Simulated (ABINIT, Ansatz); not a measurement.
# A GW chain in ABINIT: LiNbO3 (R3c), part 2 of 3

How does a plane-wave GW calculation on LiNbO3 (R3c) run from the first input to the gap?

ABINIT 10.8.3; PBE and many-body steps on it, plane waves. Known limits of the many-body steps: not at the basis limit; no spin-orbit coupling.

So far. Step 2 (Ground state): The gap is indirect, with the least direct gap 0.011 eV higher.

**3. Bands along the symmetry lines**

Level of this step: DFT, PBE, plane waves, norm-conserving pseudopotentials (ABINIT).

Levels along a band path, at the cheap level, show where the edges lie and whether the meshes to come will hold them.

Input file run.abi:

```
acell 3*1.0 Angstrom
rprim 
  2.575800000019 1.487138823389 4.623000000000
  -2.575800000018 1.487138823389 4.623000000000
  0.000000000000 -2.974277646779 4.623000000000
ntypat 3
znucl 3 41 8
natom 10
typat 1 1 2 2 3 3 3 3 3 3
xred 
  0.281500000000 0.281500000000 0.281500000000
  0.781500000000 0.781500000000 0.781500000000
  0.000055000000 0.000055000000 0.000055000000
  0.500055000000 0.500055000000 0.500055000000
  0.112310000000 0.358360000000 0.719590000000
  0.719590000000 0.112310000000 0.358360000000
  0.358360000000 0.719590000000 0.112310000000
  0.219590000000 0.858360000000 0.612310000000
  0.858360000000 0.612310000000 0.219590000000
  0.612310000000 0.219590000000 0.858360000000
pp_dirpath "pseudos"
pseudos "Li.upf, Nb.upf, O.upf"
ecut 37
iscf -2
irdden 1
kptopt 0
nkpt 31
kpt 
  0.00000000 0.00000000 0.00000000
  -0.12500000 -0.12500000 -0.12500000
  -0.25000000 -0.25000000 -0.25000000
  -0.37500000 -0.37500000 -0.37500000
  -0.50000000 -0.50000000 -0.50000000
  -0.50000000 -0.43391329 -0.56608671
  -0.50000000 -0.36782657 -0.63217342
  -0.50000000 -0.30173986 -0.69826014
  -0.50000000 -0.23565315 -0.76434685
  -0.23565315 0.23565315 -0.50000000
  -0.17673986 0.17673986 -0.50000000
  -0.11782658 0.11782658 -0.50000000
  -0.05891329 0.05891329 -0.50000000
  0.00000000 0.00000000 -0.50000000
  0.00000000 0.00000000 -0.37500000
  0.00000000 0.00000000 -0.25000000
  0.00000000 0.00000000 -0.12500000
  0.00000000 0.00000000 0.00000000
  0.00000000 0.09195664 -0.09195664
  0.00000000 0.18391329 -0.18391329
  0.00000000 0.27586993 -0.27586993
  0.00000000 0.36782657 -0.36782657
  -0.36782657 0.00000000 -0.63217343
  -0.40086993 0.00000000 -0.59913007
  -0.43391329 0.00000000 -0.56608671
  -0.46695664 0.00000000 -0.53304336
  -0.50000000 0.00000000 -0.50000000
  -0.37500000 0.00000000 -0.37500000
  -0.25000000 0.00000000 -0.25000000
  -0.12500000 0.00000000 -0.12500000
  0.00000000 0.00000000 0.00000000
istwfk *1
nband 41
nbdbuf 2
tolwfr 1e-08
nstep 40
prtwf 0
prtvol 0
indata_prefix "in"
outdata_prefix "out"
tmpdata_prefix "tmp"
```

Run with:

```bash
$ OMP_NUM_THREADS=1 mpirun -n 16 abinit run.abi > log
```

Numbers of over 12 decimals in the logs are rounded to 6 here.

What it wrote:

```text
.Version 10.8.3 of ABINIT. v10.8.2 released Aug 2026.

 Symmetries : space group R3 c (#161); Bravais hR (rhombohedral)
[... echo of the input left out ...]
== DATASET  1 ==================================================================
-   mpi_nproc: 16, omp_nthreads: 1 (-1 if OMP is not activated)

--- !DatasetInfo
iteration_state: {dtset: 1, }
dimensions: {natom: 10, nkpt: 31, mband: 41, nsppol: 1, nspinor: 1, nspden: 1, mpw: 7739, }
cutoff_energies: {ecut:  37.0, pawecutdg:  -1.0, }
electrons: {nelect:   6.80000000E+01, charge:   0.00000000E+00, occopt:   1.00000000E+00, tsmear:   1.00000000E-02, }

 Real(R)+Recip(G) space primitive vectors, cartesian coordinates (Bohr,Bohr^-1):
 R(1)=  4.8675566  2.8102851  8.7362039  G(1)=  0.1027209  0.0593060  0.0381554
 R(2)= -4.8675566  2.8102851  8.7362039  G(2)= -0.1027209  0.0593060  0.0381554
 R(3)=  0.0000000 -5.6205702  8.7362039  G(3)=  0.0000000 -0.1186119  0.0381554
 Unit cell volume ucvol=  7.1702681E+02 bohr^3
 Angles (23,13,12)=  5.58832370E+01  5.58832370E+01  5.58832370E+01 degrees

 getcut: wavevector=  0.0000  0.0000  0.0000  ngfft=  60  60  60
         ecut(hartree)=     37.000   => boxcut(ratio)=   2.10943

--- Pseudopotential description ------------------------------------------------
- Li Generated using ONCVPSP code by D. R. Hamann
-  3.00000   3.00000  171031                  znucl, zion, pspdat
12 -101130 1 -1 1944                          pspcod,pspxc,lmax,lloc,mmax
     nproj     2     2     0
  pspatm : epsatm=    2.74360059
         --- l  ekb(1:nproj) -->
             0   -4.951544   -1.544797
             1   -2.250661   -0.474685
 pspatm: atomic psp has been read  and splines computed

- Nb Generated using ONCVPSP code by D. R. Hamann
- 41.00000  13.00000  171031                  znucl, zion, pspdat
12 -101130 2 -1 1680                          pspcod,pspxc,lmax,lloc,mmax
     nproj     2     2     2
  pspatm : epsatm=   15.70506314
         --- l  ekb(1:nproj) -->
             0   12.947070    1.341137
[...]
pspatm: atomic psp has been read  and splines computed

- O Generated using ONCVPSP code by D. R. Hamann
-  8.00000   6.00000  171031                  znucl, zion, pspdat
12 -101130 2 -1 936                           pspcod,pspxc,lmax,lloc,mmax
     nproj     2     2     1
  pspatm : epsatm=    6.19545534
         --- l  ekb(1:nproj) -->
[...]
2   -1.331955
 pspatm: atomic psp has been read  and splines computed

--------------------------------------------------------------------------------

================================================================================
 prteigrs : about to open file out_EIG
 Non-SCF case, kpt    1 (  0.00000  0.00000  0.00000), residuals and eigenvalues=
  8.73E-09  6.33E-09  1.03E-09  7.62E-09  2.55E-09  3.88E-09  8.24E-09  2.66E-09
[...]
3.1460E-01  3.5543E-01  3.5543E-01  3.6172E-01  4.3407E-01

--- !ResultsGS
iteration_state: {dtset: 1, }
comment   : Summary of ground state results
lattice_vectors:
- [  4.8675566,   2.8102851,   8.7362039, ]
- [ -4.8675566,   2.8102851,   8.7362039, ]
- [  0.0000000,  -5.6205702,   8.7362039, ]
lattice_lengths: [  10.38807,   10.38807,   10.38807, ]
lattice_angles: [ 55.883,  55.883,  55.883, ] # degrees, (23, 13, 12)
lattice_volume:   7.1702681E+02
convergence: {deltae:  0.000E+00, res2:  0.000E+00, residm:  9.972E-09, diffor:  0.000E+00, }
etotal    :  -2.38672274E+02
entropy   :   0.00000000E+00
fermie    :   1.64720858E-01
cartesian_stress_tensor: null
pressure_GPa: null
xred      :
- [  2.8150E-01,   2.8150E-01,   2.8150E-01, Li]
- [  7.8150E-01,   7.8150E-01,   7.8150E-01, Li]
- [  5.5000E-05,   5.5000E-05,   5.5000E-05, Nb]
- [  5.0006E-01,   5.0005E-01,   5.0005E-01, Nb]
- [  1.1231E-01,   3.5836E-01,   7.1959E-01,  O]
- [  7.1959E-01,   1.1231E-01,   3.5836E-01,  O]
- [  3.5836E-01,   7.1959E-01,   1.1231E-01,  O]
- [  2.1959E-01,   8.5836E-01,   6.1231E-01,  O]
- [  8.5836E-01,   6.1231E-01,   2.1959E-01,  O]
- [  6.1231E-01,   2.1959E-01,   8.5836E-01,  O]
cartesian_forces: null
force_length_stats: {min: null, max: null, mean: null, }

 Integrated electronic density in atomic spheres:
 ------------------------------------------------
 Atom  Sphere_radius  Integrated_density
[...]
================================================================================

 ----iterations are completed or convergence reached----

 Mean square residual over all n,k,spin=   57.608E-10; max=  99.724E-10
 reduced coordinates (array xred) for   10 atoms
[...]
0.858360000000      0.612310000000      0.219590000000
       0.612310000000      0.219590000000      0.858360000000

 cartesian coordinates (angstrom) at end:
    1      2.8e-13    -2.8e-13     3.904123
    2      7.8e-13    -7.8e-13    10.838624
    3      0.000000    -0.000000     0.000762795
[...]
9      0.633776     1.533969     7.814072
   10      1.011568    -1.315850     7.814072
 length scales=  1.889726125908  1.889726125908  1.889726125908 bohr
              =  1.000000000000  1.000000000000  1.000000000000 angstroms
 prteigrs : about to open file out_EIG
 Eigenvalues (hartree) for nkpt=  31  k points:
 kpt#   1, nband= 41, wtk=  1.00000, kpt=  0.0000  0.0000  0.0000 (reduced coord)
[...]
kpt#   2, nband= 41, wtk=  1.00000, kpt= -0.1250 -0.1250 -0.1250 (reduced coord)
[...]
kpt#   3, nband= 41, wtk=  1.00000, kpt= -0.2500 -0.2500 -0.2500 (reduced coord)
[...]
kpt#  30, nband= 41, wtk=  1.00000, kpt= -0.1250  0.0000 -0.1250 (reduced coord)
[...]
0.44275
 kpt#  31, nband= 41, wtk=  1.00000, kpt=  0.0000  0.0000  0.0000 (reduced coord)
[...]
0.09047    0.12019    0.13192    0.13192    0.13914    0.13922    0.13922    0.14707
   0.16446    0.16446    0.29743    0.29743    0.31460    0.35543    0.35543    0.36172
   0.43407

== END DATASET(S) ==============================================================
================================================================================

 -outvars: echo values of variables after computation  --------
            nband          41
             nkpt          31
          spgroup         161
 [... the other variables as echoed above ...]

 Calculation completed.
```

Elapsed: 22 s, on 16 MPI ranks of Arm Neoverse V2, shared host; peak memory 1.4 GiB.

Numbers from this step:

```yaml
gap: 3.585 eV
k_of_the_valence_top: -0.125, -0.125, -0.125
k_of_the_conduction_bottom: -0.125, 0, -0.125
least_direct_gap: 3.618 eV
```

The gap is 3.585 eV, −0.022 eV from the run before at this level.

Electronic bands along the path, in eV, zero at the top of the highest filled band:

| point | band 31 | band 32 | band 33 | band 34 | band 35 | band 36 | band 37 | band 38 |
| --- | --- | --- | --- | --- | --- | --- | --- | --- |
| Γ | -0.70 | -0.48 | -0.01 | -0.01 | 3.61 | 3.61 | 4.08 | 5.19 |
| halfway | -0.62 | -0.42 | -0.03 | -0.03 | 4.03 | 4.03 | 4.24 | 5.13 |
| T | -0.32 | -0.32 | -0.32 | -0.32 | 4.66 | 4.66 | 4.86 | 4.86 |
| halfway | -0.57 | -0.57 | -0.26 | -0.26 | 4.32 | 4.32 | 4.81 | 4.81 |
| H2 | -0.58 | -0.58 | -0.26 | -0.26 | 3.93 | 3.93 | 4.77 | 4.77 |
| jump to H0 | -0.58 | -0.58 | -0.26 | -0.26 | 3.93 | 3.93 | 4.77 | 4.77 |
| halfway | -0.47 | -0.47 | -0.18 | -0.18 | 3.82 | 3.82 | 4.78 | 4.78 |
| L | -0.30 | -0.30 | -0.22 | -0.22 | 3.91 | 3.91 | 4.74 | 4.74 |
| halfway | -0.47 | -0.41 | -0.21 | -0.08 | 3.66 | 3.77 | 4.21 | 4.92 |
| Γ | -0.70 | -0.48 | -0.01 | -0.01 | 3.61 | 3.61 | 4.08 | 5.19 |
| halfway | -0.50 | -0.34 | -0.29 | -0.06 | 3.70 | 3.97 | 4.21 | 4.74 |
| S0 | -0.71 | -0.50 | -0.40 | -0.11 | 3.59 | 4.11 | 4.70 | 4.78 |
| jump to S2 | -0.71 | -0.50 | -0.40 | -0.11 | 3.59 | 4.11 | 4.70 | 4.78 |
| halfway | -0.72 | -0.60 | -0.43 | -0.15 | 3.62 | 4.16 | 4.63 | 4.76 |
| F | -0.71 | -0.65 | -0.48 | -0.19 | 3.70 | 4.18 | 4.63 | 4.68 |
| halfway | -0.70 | -0.37 | -0.30 | -0.09 | 3.67 | 4.15 | 4.26 | 4.72 |
| Γ | -0.70 | -0.48 | -0.01 | -0.01 | 3.61 | 3.61 | 4.08 | 5.19 |

**4. Empty states on the mesh, 4×4×4 mesh, 574 bands**

The sums over transitions need many empty states on a uniform mesh; this step solves for them.

Input file run.abi:

```
acell 3*1.0 Angstrom
rprim 
  2.575800000019 1.487138823389 4.623000000000
  -2.575800000018 1.487138823389 4.623000000000
  0.000000000000 -2.974277646779 4.623000000000
ntypat 3
znucl 3 41 8
natom 10
typat 1 1 2 2 3 3 3 3 3 3
xred 
  0.281500000000 0.281500000000 0.281500000000
  0.781500000000 0.781500000000 0.781500000000
  0.000055000000 0.000055000000 0.000055000000
  0.500055000000 0.500055000000 0.500055000000
  0.112310000000 0.358360000000 0.719590000000
  0.719590000000 0.112310000000 0.358360000000
  0.358360000000 0.719590000000 0.112310000000
  0.219590000000 0.858360000000 0.612310000000
  0.858360000000 0.612310000000 0.219590000000
  0.612310000000 0.219590000000 0.858360000000
pp_dirpath "pseudos"
pseudos "Li.upf, Nb.upf, O.upf"
ecut 37
ngkpt 4 4 4
nshiftk 1
shiftk 0 0 0
kptopt 1
chksymbreak 0
iscf -2
irdden 1
istwfk *1
nband 574
nbdbuf 52
tolwfr 1e-09
nstep 60
prtvol 0
indata_prefix "in"
outdata_prefix "out"
tmpdata_prefix "tmp"
```

What it wrote:

```text
.Version 10.8.3 of ABINIT. v10.8.2 released Aug 2026.

 Symmetries : space group R3 c (#161); Bravais hR (rhombohedral)
[... echo of the input left out ...]
== DATASET  1 ==================================================================
-   mpi_nproc: 16, omp_nthreads: 1 (-1 if OMP is not activated)
-    --> not optimal distribution: autoparal keyword recommended in input file <--

--- !DatasetInfo
iteration_state: {dtset: 1, }
dimensions: {natom: 10, nkpt: 13, mband: 574, nsppol: 1, nspinor: 1, nspden: 1, mpw: 7739, }
cutoff_energies: {ecut:  37.0, pawecutdg:  -1.0, }
electrons: {nelect:   6.80000000E+01, charge:   0.00000000E+00, occopt:   1.00000000E+00, tsmear:   1.00000000E-02, }

 Real(R)+Recip(G) space primitive vectors, cartesian coordinates (Bohr,Bohr^-1):
 R(1)=  4.8675566  2.8102851  8.7362039  G(1)=  0.1027209  0.0593060  0.0381554
 R(2)= -4.8675566  2.8102851  8.7362039  G(2)= -0.1027209  0.0593060  0.0381554
 R(3)=  0.0000000 -5.6205702  8.7362039  G(3)=  0.0000000 -0.1186119  0.0381554
 Unit cell volume ucvol=  7.1702681E+02 bohr^3
 Angles (23,13,12)=  5.58832370E+01  5.58832370E+01  5.58832370E+01 degrees

 getcut: wavevector=  0.0000  0.0000  0.0000  ngfft=  60  60  60
         ecut(hartree)=     37.000   => boxcut(ratio)=   2.10943

--- Pseudopotential description ------------------------------------------------
- Li Generated using ONCVPSP code by D. R. Hamann
-  3.00000   3.00000  171031                  znucl, zion, pspdat
12 -101130 1 -1 1944                          pspcod,pspxc,lmax,lloc,mmax
     nproj     2     2     0
  pspatm : epsatm=    2.74360059
         --- l  ekb(1:nproj) -->
             0   -4.951544   -1.544797
             1   -2.250661   -0.474685
 pspatm: atomic psp has been read  and splines computed

- Nb Generated using ONCVPSP code by D. R. Hamann
- 41.00000  13.00000  171031                  znucl, zion, pspdat
12 -101130 2 -1 1680                          pspcod,pspxc,lmax,lloc,mmax
     nproj     2     2     2
  pspatm : epsatm=   15.70506314
         --- l  ekb(1:nproj) -->
             0   12.947070    1.341137
[...]
pspatm: atomic psp has been read  and splines computed

- O Generated using ONCVPSP code by D. R. Hamann
-  8.00000   6.00000  171031                  znucl, zion, pspdat
12 -101130 2 -1 936                           pspcod,pspxc,lmax,lloc,mmax
     nproj     2     2     1
  pspatm : epsatm=    6.19545534
         --- l  ekb(1:nproj) -->
[...]
2   -1.331955
 pspatm: atomic psp has been read  and splines computed

--------------------------------------------------------------------------------

================================================================================
 prteigrs : about to open file out_EIG
 Non-SCF case, kpt    1 (  0.00000  0.00000  0.00000), residuals and eigenvalues=
[...]
2.87E-04  6.25E-04  6.35E-04  1.07E-03  1.39E-03  1.32E-03
 -1.8241E+00 -1.8236E+00 -1.3995E+00 -1.3994E+00 -9.5452E-01 -9.5452E-01
 -9.5151E-01 -9.4868E-01 -9.4868E-01 -9.4465E-01 -4.5643E-01 -4.3193E-01
[...]
6.0342E+00  6.0472E+00  6.0474E+00  6.0689E+00  6.0692E+00  6.0700E+00
  6.0845E+00  6.1108E+00  6.1331E+00  6.1529E+00
 prteigrs : prtvol=0 or 1, do not print more k-points.

--- !ResultsGS
iteration_state: {dtset: 1, }
comment   : Summary of ground state results
lattice_vectors:
- [  4.8675566,   2.8102851,   8.7362039, ]
- [ -4.8675566,   2.8102851,   8.7362039, ]
- [  0.0000000,  -5.6205702,   8.7362039, ]
lattice_lengths: [  10.38807,   10.38807,   10.38807, ]
lattice_angles: [ 55.883,  55.883,  55.883, ] # degrees, (23, 13, 12)
lattice_volume:   7.1702681E+02
convergence: {deltae:  0.000E+00, res2:  0.000E+00, residm:  9.986E-10, diffor:  0.000E+00, }
etotal    :  -2.38672274E+02
entropy   :   0.00000000E+00
fermie    :   1.64720858E-01
cartesian_stress_tensor: null
pressure_GPa: null
xred      :
- [  2.8150E-01,   2.8150E-01,   2.8150E-01, Li]
- [  7.8150E-01,   7.8150E-01,   7.8150E-01, Li]
- [  5.5000E-05,   5.5000E-05,   5.5000E-05, Nb]
- [  5.0006E-01,   5.0005E-01,   5.0005E-01, Nb]
- [  1.1231E-01,   3.5836E-01,   7.1959E-01,  O]
- [  7.1959E-01,   1.1231E-01,   3.5836E-01,  O]
- [  3.5836E-01,   7.1959E-01,   1.1231E-01,  O]
- [  2.1959E-01,   8.5836E-01,   6.1231E-01,  O]
- [  8.5836E-01,   6.1231E-01,   2.1959E-01,  O]
- [  6.1231E-01,   2.1959E-01,   8.5836E-01,  O]
cartesian_forces: null
force_length_stats: {min: null, max: null, mean: null, }

 Integrated electronic density in atomic spheres:
 ------------------------------------------------
 Atom  Sphere_radius  Integrated_density
[...]
================================================================================

 ----iterations are completed or convergence reached----

 Mean square residual over all n,k,spin=   27.145E-11; max=  99.859E-11
 reduced coordinates (array xred) for   10 atoms
[...]
0.858360000000      0.612310000000      0.219590000000
       0.612310000000      0.219590000000      0.858360000000

 cartesian coordinates (angstrom) at end:
    1      2.8e-13    -2.8e-13     3.904123
    2      7.8e-13    -7.8e-13    10.838624
[...]
9      0.633776     1.533969     7.814072
   10      1.011568    -1.315850     7.814072
 length scales=  1.889726125908  1.889726125908  1.889726125908 bohr
              =  1.000000000000  1.000000000000  1.000000000000 angstroms
 prteigrs : about to open file out_EIG
 Eigenvalues (hartree) for nkpt=  13  k points:
 kpt#   1, nband=574, wtk=  0.01563, kpt=  0.0000  0.0000  0.0000 (reduced coord)
[...]
5.95151    5.95152    5.95778    5.95837    5.95838    5.96983    5.96983    5.98198
   6.00577    6.00579    6.01795    6.02168    6.03419    6.04720    6.04738    6.06893
   6.06917    6.07003    6.08447    6.11077    6.13308    6.15288
 prteigrs : prtvol=0 or 1, do not print more k-points.

== END DATASET(S) ==============================================================
================================================================================

 -outvars: echo values of variables after computation  --------
            nband         574
             nkpt          13
          spgroup         161
 [... the other variables as echoed above ...]

 Calculation completed.
```

Wall time 7.6 min (16 MPI ranks); peak memory 2.5 GiB; 2 h of CPU time.

Numbers from this step:

- gap: 3.616 eV
- k of the valence top: 0, 0, 0
- k of the conduction bottom: 0.5, 0.25, 0
- least direct gap: 3.618 eV
- k points computed: 13
- lowest point of the top converged band, above the valence top: 149.6852 eV

On this mesh the gap is 3.616 eV.

**5. Screening, 4×4×4 mesh, 233 bands, screening to 141.5 eV**

The RPA dielectric matrix is built and inverted for each q.

This step: RPA screening on PBE, plane waves, norm-conserving pseudopotentials.

Edit run.abi of step 4 so:

```diff
@@ -28,10 +28,11 @@
 chksymbreak 0
-iscf -2
-irdden 1
 istwfk *1
-nband 574
-nbdbuf 52
-tolwfr 1e-09
-nstep 60
-prtvol 0
+occopt 1
+irdwfk 1
+optdriver 3
+nband 233
+ecuteps 5.2
+inclvkb 2
+awtr 1
+symchi 1
 indata_prefix "in"
```

What it wrote:

```text
.Version 10.8.3 of ABINIT. v10.8.2 released Aug 2026.

 Symmetries : space group R3 c (#161); Bravais hR (rhombohedral)
[... echo of the input left out ...]
== DATASET  1 ==================================================================
-   mpi_nproc: 16, omp_nthreads: 1 (-1 if OMP is not activated)

--- !DatasetInfo
iteration_state: {dtset: 1, }
dimensions: {natom: 10, nkpt: 13, mband: 233, nsppol: 1, nspinor: 1, nspden: 1, mpw: 7739, }
cutoff_energies: {ecut:  37.0, pawecutdg:  -1.0, }
electrons: {nelect:   6.80000000E+01, charge:   0.00000000E+00, occopt:   1.00000000E+00, tsmear:   1.00000000E-02, }

 SCREENING: Calculation of the susceptibility and dielectric matrices

 Based on a program developped by R.W. Godby, V. Olevano, G. Onida, and L. Reining.
 Incorporated in ABINIT by V. Olevano, G.-M. Rignanese, and M. Torrent.
.Using double precision arithmetic ; gwpc =  8

[... cell and pseudopotentials left out ...]
--------------------------------------------------------------------------------

 ==== K-mesh for the wavefunctions ====
 Number of points in the irreducible wedge :    13
[... list of points left out ...]
 Together with  6 symmetry operations and time-reversal symmetry
 yields    64 points in the full Brillouin Zone.

 ==== Q-mesh for the screening function ====
 Number of points in the irreducible wedge :    13
[... list of points left out ...]
 Together with  6 symmetry operations and time-reversal symmetry
 yields    64 points in the full Brillouin Zone.

 setmesh: FFT mesh size selected  =    40x   40x   40
          total number of points  =        64000

 vcoul_init : cutoff-mode = AUXILIARY_FUNCTION
 q-points for optical limit:   1
     1)      0.000010    0.000020    0.000030

- screening: taking advantage of time-reversal symmetry
- Maximum band index for partially occupied states nbvw = 34
- Remaining bands to be divided among processors   nbcw = 199
- Number of bands treated by each node ~12

 Number of electrons calculated from density =   68.0000; Expected =   68.0000
 average of density, n =  0.094836
 r_s =    1.3603
 omega_plasma =   29.7059 [eV]

 calculating chi0 at frequencies [eV] :
  1    0.000000E+00    0.000000E+00
  2    0.000000E+00    2.970588E+01

--------------------------------------------------------------------------------
  q-point number  1        q = ( 0.000000, 0.000000, 0.000000) [r.l.u.]
--------------------------------------------------------------------------------
[... chi0 elements left out ...]
 For q-point:  0.000010 0.000020 0.000030
  dielectric constant =   5.0180
  dielectric constant without local fields =   5.6246

  Average fulfillment of the sum rule on Im[epsilon] for q-point    1 :     70.46  [%]
[... wings left out ...]
  q-point number  2        q = ( 0.250000, 0.000000, 0.000000) [r.l.u.]
--------------------------------------------------------------------------------
[... chi0 elements left out ...]
  Average fulfillment of the sum rule on Im[epsilon] for q-point    2 :     78.30  [%]

 [... 11 further q-points ...]
```

Elapsed: 6.6 min, on 16 MPI ranks; peak memory 13 GiB.

Numbers from this step:

* ε∞ with local fields, on this mesh, along the program's q direction: 5.018
* the same without local fields: 5.625
* plasma frequency: 29.71 eV
* plane waves in the screening matrix: 405

Local fields lower ε∞ by 11 %.

(Continued in part 3 of 3.)

[Paths, hosts, dates, memory and timing lines, banners, echoed tables and standing remarks are left out of the program output.]

[Logs are printed without paths, hosts, clocks, repeated set-up lines and the standing remarks that a program may print on its own settings, such as how far it seeks lower states.]

[Runs of the session that timed out or met a known fault of the program may be left out.]

[Hosts, paths, dates, database ids (printed as entryN), source tags and the programs' standing remarks are cut or masked in the printed files.]

[G0W0 gaps are taken among the corrected bands and points alone; a level outside them can change the order at an edge.]

[Where Ansatz stands beside ABINIT at settings called matched, ABINIT's density can come from a denser mesh and the files from another edition; pairs whose starting gaps differed by over 0.03 eV were left out, so agreement reads better than it is.]
